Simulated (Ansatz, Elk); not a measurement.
# Bonding as seen by X-rays: ZnCr2P2, part 2 of 2

The structure of ZnCr2P2 used here is made up (a known structure type with other elements) and was relaxed beforehand with PBEsol. The aim is the Fourier transform of its all-electron density, F(hkl), set beside the sum over free spherical atoms that refinements use.

Elk 11.2.3 (patched build); all-electron DFT.

So far: The structure; Ground state and structure factors; The magnetisation density.

The structure was built from a prototype and need not be the compound's stable phase.

### Step 4. The highest occupied states alone

Level of this step: DFT, PBE, all-electron APW+lo, Dirac cores, scalar-relativistic bands, static density, ferromagnetic start (Elk).

An energy window below the Fermi level keeps the highest occupied states, to see at which angles they scatter; shallow core shells can lie inside it and anion s states outside. No new self-consistency is needed.

The input, elk.in:

```
tasks
  195

xctype
  20

spinpol
  .true.

rgkmax
  7.0

gmaxvr
  14.0

lmaxo
  7

lmaxapw
  8

swidth
  0.002

tshift
  .false.

ramdisk
  .false.

hmaxvr
  5.5

maxscl
  120

epspot
  1e-06

reducebf
  0.8

wsfac
  -0.017280 0.650210

sppath
  './'

avec
  -3.68264421781 3.68264421781 8.33543671655
  3.68264421781 -3.68264421781 8.33543671655
  3.68264421781 3.68264421781 -8.33543671655

atoms
  3
  'Zn.in'
  1
  -0.0000000000 -0.0000000000 -0.0000000000   0.000000 0.000000 0.000000
  'Cr.in'
  2
  0.2500000000 0.7500000000 0.5000000000   0.000000 0.000000 -0.025000
  0.7500000000 0.2500000000 0.5000000000   0.000000 0.000000 -0.025000
  'P.in'
  2
  0.3771488923 0.3771488923 0.0000000000   0.000000 0.000000 0.000000
  0.6228511077 0.6228511077 -0.0000000000   0.000000 0.000000 0.000000

ngridk
  7 7 7
```

Started as:

```console
$ OMP_NUM_THREADS=4 elk
```

Numbers of over 12 decimals in the logs are rounded to 6 here.

Log:

```text
┌─────────────────────────────────┐
│ Elk code version 11.2.3 started │
└─────────────────────────────────┘

Info(readinput): the functional depends on the density's gradient
 muffin-tin radial points multiplied by    2.00000
 (not where nrmtscf is given)

┌────────────────────┐
│ Current task : 195 │
└────────────────────┘
Info(checkmt): changed muffin-tin radius of species 2 (Cr) from   2.4000 to   2.1908
Info(checkmt): changed muffin-tin radius of species 3 (P) from   2.2000 to   2.0083

Info(sfacrho): density structure factors written to SFACRHO.OUT

 Energy window :  -0.1728000000E-01  0.6502100000

┌──────────────────┐
│ Elk code stopped │
└──────────────────┘
```

Run time: 5.8 s. Hardware: 4 threads of Intel Xeon 6975P-C (Granite Rapids), shared host; peak memory 0.25 GiB; 11 s of CPU time.

States within 10 eV below the Fermi level hold 30.68 electrons; any levels below the window count with the cores, and a count that is not whole means the window cuts a band. Their amplitudes can exceed the total, where window and core parts have opposite phase:

```
hkl  sin θ/λ (Å⁻¹)  abs F, window  abs F, all
002          0.113          1.547      14.693
101          0.140          6.761       9.109
110          0.181          4.597       9.284
103          0.213          8.134      37.435
112          0.214         11.236      59.041
004          0.227          9.550      37.554
200          0.257          9.608      72.546
202          0.281          3.142       8.783
114          0.290          2.980      26.463
211          0.292          5.591       8.437
```

### Step 5. Another functional

The difference from free atoms is small, so it is set against the change that LDA (Perdew-Wang) makes.

Edit elk.in of step 4 so:

```diff
@@ -1,6 +1,8 @@
 tasks
+  0
   195
+  196
 
 xctype
-  20
+  3
 
@@ -42,5 +44,2 @@
 
-wsfac
-  -0.017280 0.650210
-
 sppath
```

Started as:

```console
$ OMP_NUM_THREADS=4 elk
```

Log:

```text
┌─────────────────────────┐
│ Elk code version 11.2.3 │
└─────────────────────────┘

All units are atomic (Hartree, Bohr, etc.)

┌─────────────────────────────────────────────────┐
│ Ground-state run starting from atomic densities │
└─────────────────────────────────────────────────┘

Lattice vectors :
  -3.682644218       3.682644218       8.335436717
   3.682644218      -3.682644218       8.335436717
   3.682644218       3.682644218      -8.335436717

Reciprocal lattice vectors :
 -0.1514832615E-16  0.8530806854      0.3768959876
[...]
error                       :   0.2299995326E-02

Moments :
 interstitial                :   0.4280505113E-01
 muffin-tins
  species : 1 (Zn)
[...]
species : 2 (Cr)
[...]
species : 3 (P)
   atom 1                    :  -0.1567979987E-01
   atom 2                    :  -0.1567979987E-01
 total in muffin-tins        :   0.7292105411
 total moment                :   0.7720155922

┌──────────────────────────────┐
│ Self-consistent loop stopped │
└──────────────────────────────┘

Warning : core states of species 3 leak from the muffin-tin :   0.9947166813E-03

Wrote STATE.OUT
[key lines of the parts left out:]
total energy                :     -4573.2595726933
```

It took 3.1 min on 4 threads; peak memory 0.23 GiB.

Against the first run R = 0.10 %; the largest change is -0.060 at 220. The moment goes from 1.19 to 0.77 μB.

### Step 6. Basis size

A smaller basis shows how fast F responds to it; the change is likely larger than the basis error of the first run, but doesn't show convergence.

Edit elk.in of step 5 so:

```diff
@@ -6,3 +6,3 @@
 xctype
-  3
+  20
 
@@ -12,3 +12,3 @@
 rgkmax
-  7.0
+  5.5
```

Started as:

```console
$ OMP_NUM_THREADS=4 elk
```

Log:

```text
┌─────────────────────────┐
│ Elk code version 11.2.3 │
└─────────────────────────┘

All units are atomic (Hartree, Bohr, etc.)

┌─────────────────────────────────────────────────┐
│ Ground-state run starting from atomic densities │
└─────────────────────────────────────────────────┘

Lattice vectors :
  -3.682644218       3.682644218       8.335436717
   3.682644218      -3.682644218       8.335436717
   3.682644218       3.682644218      -8.335436717

Reciprocal lattice vectors :
 -0.1514832615E-16  0.8530806854      0.3768959876
[...]
error                       :   0.2356837964E-02

Moments :
 interstitial                :   0.6427797959E-01
 muffin-tins
  species : 1 (Zn)
[...]
species : 2 (Cr)
[...]
species : 3 (P)
   atom 1                    :  -0.2550986812E-01
   atom 2                    :  -0.2550986812E-01
 total in muffin-tins        :   0.9647138571
 total moment                :    1.028991837

┌──────────────────────────────┐
│ Self-consistent loop stopped │
└──────────────────────────────┘

Warning : core states of species 3 leak from the muffin-tin :   0.9775875344E-03

Wrote STATE.OUT
[key lines of the parts left out:]
total energy                :     -4581.9879340682
```

It took 5.6 min on 4 threads; peak memory 0.39 GiB.

Against the first run R = 0.06 %; the largest change is +0.085 at 008. The moment goes from 1.19 to 1.03 μB.

### Step 7. Settings against the effect

```
              run  R against the first run (%)  R against neutral atoms, low angle (%)  wall time
    PBE, rgkmax 7                         0.00                                    1.53    5.6 min
LDA (Perdew-Wang)                         0.10                                    1.54    3.1 min
       rgkmax 5.5                         0.06                                    1.59    5.6 min
```

### Step 8. Outcome

| Property | Result |
| --- | --- |
| R against neutral atoms, sin θ/λ < 0.3 Å⁻¹ | 1.53 % |
| R against neutral atoms, 0.3 to 0.82 Å⁻¹ | 0.45 % |

In words: Independent neutral atoms miss the calculated amplitudes by R = 1.53 % below 0.3 Å⁻¹ and 0.45 % from there to 0.82 Å⁻¹; by shells, 2.70 % below 0.15 Å⁻¹ (2 forms), 1.45 % 0.15 to 0.3 (8 forms), 0.58 % 0.3 to 0.45 (15 forms), 0.42 % above 0.45 (96 forms). Bonding, aspherical density and the tables' own atoms all enter these figures, and the runs don't part them. The largest change of an amplitude is -0.96 electrons, at 004. The magnetic order is that of the start. No other order was tried here, and an antiferromagnetic one would change or move the magnetic intensity. The window's part falls from 30.7 electrons at the origin to at most 4.26 between 0.45 and 0.82 Å⁻¹, where compact states inside the window still scatter. Below 0.3 Å⁻¹ the changes that finished (LDA (Perdew-Wang) and rgkmax 5.5) move F by R = 0.11 % at most, against the 1.53 % that separates it from free atoms. The magnetic factors move by R = 36.5 % (LDA (Perdew-Wang)) and 14.1 % (rgkmax 5.5), so they aren't settled to better than that. The k-mesh has no finished test. Part of the difference isn't bonding: the tables are fits to free atoms and ions calculated by other methods than this functional. Thermal motion, anomalous dispersion and extinction are left out.

[Logs are printed without paths, hosts, clocks, repeated set-up lines and the standing remarks that a program may print on its own settings, such as how far it seeks lower states.]

[Hosts, paths, dates, database ids (printed as entryN), source tags and the programs' standing remarks are cut or masked in the printed files.]
